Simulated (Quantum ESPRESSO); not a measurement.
# AlN (P6_3mc): Raman and infrared activity, part 3 of 3

Wanted: vibrational spectra of AlN (P6_3mc) from linear and non-linear response.

Quantum ESPRESSO 8.0 development, patched; DFT LDA, scalar-relativistic, plane waves, PseudoDojo norm-conserving pseudopotentials.

So far, highest mode moved by the LO-TO term (cm⁻¹): step 8 (modes along a direction of q (1 0 0)) 921. The relaxed cell has a = 3.082, c = 4.933 Å (conventional setting).

The database entry behind the starting cell differs from later determinations by our own check (inner coordinate u about 0.002 short), so it need not match the best structure at ambient conditions.

## 9. The LO-TO splitting (0 0 1)

Contents of dynmat.in:

```
&input
   fildyn = 'g.dyn'
   asr = 'crystal'
   fileig = 'dynmat.eig'
   q(1) = 0.0
   q(2) = 0.0
   q(3) = 1.0
/
```

Command:

```bash
$ dynmat.x -in dynmat.in > dynmat.out
```

Log:

```text
[banner, memory and clock lines left out]
Program DYNMAT v.8.0dev

     Reading Dynamical Matrix from file g.dyn
     ...Force constants read
     ...epsilon and Z* read
     ...Raman cross sections read
     Acoustic Sum Rule: || Z*(ASR) - Z*(orig)|| =    7.711502E-04
     Acoustic Sum Rule: ||dyn(ASR) - dyn(orig)||=    7.404041E-06

     Polarizability (A^3 units)
     multiply by 0.467175 for Clausius-Mossotti correction (not under assume_isolated = 'mt')
        10.816327    0.000000    0.000000
         0.000000   10.816327   -0.000000
         0.000000    0.000000   11.517128

     IR activities are in (D/A)^2/amu units
     Raman activities are in A^4/amu units
     multiply Raman by 0.047634 for Clausius-Mossotti correction (not under assume_isolated = 'mt')

# mode   [cm-1]    [THz]      IR          Raman   depol.fact
    1     -0.00   -0.0000    0.0000         0.0000    0.7291
    2      0.00    0.0000    0.0000         0.0000    0.6804
    3      0.00    0.0000    0.0000         0.0000    0.1595
    4    241.54    7.2413    0.0000         0.0580    0.7500
    5    241.54    7.2413    0.0000         0.0580    0.7500
    6    554.86   16.6343    0.0000         0.0000    0.7500
    7    672.79   20.1698    0.0000         9.7184    0.7500
    8    672.79   20.1698    0.0000         9.7184    0.7500
    9    683.54   20.4919   31.4898         5.0163    0.7500
   10    683.54   20.4919   31.4898         5.0163    0.7500
   11    735.89   22.0615    0.0000         0.0000    0.7495
   12    895.43   26.8444   35.6861        21.0701    0.7474

[end of the log left out, with the tail of the file of modes that dynmat.x writes under the same name]
```

Run time: 0.66 s. Hardware: 1 thread of Intel Xeon at 2.70GHz, shared host.

This step gave:

```
highest mode moved by the LO-TO term : 895.4 cm⁻¹
```

Zone-centre frequencies as printed; negative means imaginary. Modes:

```csv
mode,frequency (cm⁻¹)
1,0
2,0
3,0
4,241.5
5,241.5
6,554.9
7,672.8
8,672.8
9,683.5
10,683.5
11,735.9
12,895.4
```

The field moves one mode, from 625 to 895 cm⁻¹; the others stay.

## 10. The LO-TO splitting (1 1 1)

Contents of dynmat.in:

```
&input
   fildyn = 'g.dyn'
   asr = 'crystal'
   fileig = 'dynmat.eig'
   q(1) = 1.0
   q(2) = 1.0
   q(3) = 1.0
/
```

Command:

```bash
$ dynmat.x -in dynmat.in > dynmat.out
```

Log:

```text
[banners, grids, parts of the stress and lines that vanish by symmetry left out]
[banner, memory and clock lines left out]
Program DYNMAT v.8.0dev

     Reading Dynamical Matrix from file g.dyn
     ...Force constants read
     ...epsilon and Z* read
     ...Raman cross sections read
     Acoustic Sum Rule: || Z*(ASR) - Z*(orig)|| =    7.711502E-04
     Acoustic Sum Rule: ||dyn(ASR) - dyn(orig)||=    7.404041E-06

     Polarizability (A^3 units)
     multiply by 0.467175 for Clausius-Mossotti correction (not under assume_isolated = 'mt')
        10.816327    0.000000    0.000000
         0.000000   10.816327   -0.000000
         0.000000    0.000000   11.517128

     IR activities are in (D/A)^2/amu units
     Raman activities are in A^4/amu units
     multiply Raman by 0.047634 for Clausius-Mossotti correction (not under assume_isolated = 'mt')

# mode   [cm-1]    [THz]      IR          Raman   depol.fact
    1     -0.00   -0.0000    0.0000         0.0000    0.6886
    2     -0.00   -0.0000    0.0000         0.0000    0.7447
[...]
11    735.89   22.0615    0.0000         0.0000    0.7458
   12    913.13   27.3751   32.6639         9.5080    0.7484

[end of the log left out, with the tail of the file of modes that dynmat.x writes under the same name]
```

Run time: 0.64 s. Hardware: 1 thread.

Numbers from this step:

```
highest mode moved by the LO-TO term : 913.1 cm⁻¹
```

Zone-centre frequencies as printed; negative means imaginary. Modes:

```csv
mode,frequency (cm⁻¹)
1,0
2,0
3,0
4,241.5
5,241.5
6,554.9
7,644.5
8,672.8
9,672.8
10,683.5
11,735.9
12,913.1
```

The field moves 2 modes; the highest of them now lies at 913 cm⁻¹, where the highest that moved away lay at 684.

## 11. Results

| Property | Result |
| --- | --- |
| space group after relaxation | P6_3mc |
| volume per atom | 10.1 Å³ |
| gap on the k-mesh | 4.49 eV |
| highest optical zone-centre mode (no LO-TO term) | 735.9 cm⁻¹ |
| lowest optical zone-centre mode | 241.5 cm⁻¹ |
| highest mode moved by the LO-TO term | 920.7 cm⁻¹ |
| mean high-frequency dielectric constant | 4.42 |
| largest Born charge in size (third of the trace) | 2.56 e |
| mean static dielectric constant | 8.38 |
| imaginary optical modes at the zone centre (no q mesh in this session) | none |

In words: The largest Raman activity of AlN (P6_3mc) lies at 625 cm⁻¹ and the strongest infrared line at 684 cm⁻¹ (transverse modes). At the LDA level the optical modes of AlN (P6_3mc) at the zone centre (no LO-TO term) run from 242 to 736 cm⁻¹. Along the directions run, the highest mode that the macroscopic field moves lies at 921 cm⁻¹. Lattice motion raises the mean dielectric constant from 4.422 to 8.382. The Born charge of Al is 2.562 e against a formal charge of +3, somewhat under it. Of the 9 optical modes, 4 are Raman active alone, 2 are silent and 3 are both infrared and Raman active. These are harmonic frequencies at zero temperature: anharmonic shifts and linewidths and thermal expansion are left out. The build is a development version in which the Raman tensors of release 7.5 are mended; dynmat.x leaves out the electro-optic term of LO lines.

Computed beside measured:

```
                   quantity  measured  LDA PseudoDojo norm-conserving, Quantum ESPRESSO
     lattice constant a (Å)     3.111                                    3.082 (-0.9 %)
 Raman mode, E2(low) (cm⁻¹)     247.6                                      242 (-2.5 %)
  Raman mode, A1(TO) (cm⁻¹)     610.4                                      625 (+2.5 %)
Raman mode, E2(high) (cm⁻¹)     656.1                                      673 (+2.5 %)
  Raman mode, E1(TO) (cm⁻¹)     669.1                                      684 (+2.2 %)
```

Measured values from arxiv:1112.6088 (2011) and pmc:10004678 (2023).

How well it matches: Measured modes were matched to the nearest mode of that symmetry; at LDA PseudoDojo norm-conserving, Quantum ESPRESSO, 4 of them have a partner, and the computed frequencies miss them by 2.4 % on average (mean signed +1.2 %), which is good agreement. The lattice constant a is off by -0.9 %: fair agreement. The grades are ours: good and fair within 0.7 and 1.5 % for the lattice constant a and 3 and 7 % for the Raman mode. For lattice constants and Raman mode the calculation has a static lattice, without zero-point motion or thermal expansion (measured at up to 300 K).

[Host names and launcher messages were left out of these logs when they were recorded.]

[Logs are printed without paths, hosts, clocks, repeated set-up lines and the standing remarks that a program may print on its own settings, such as how far it seeks lower states.]

[Hosts, paths, dates, database ids (printed as entryN), source tags and the programs' standing remarks are cut or masked in the printed files.]
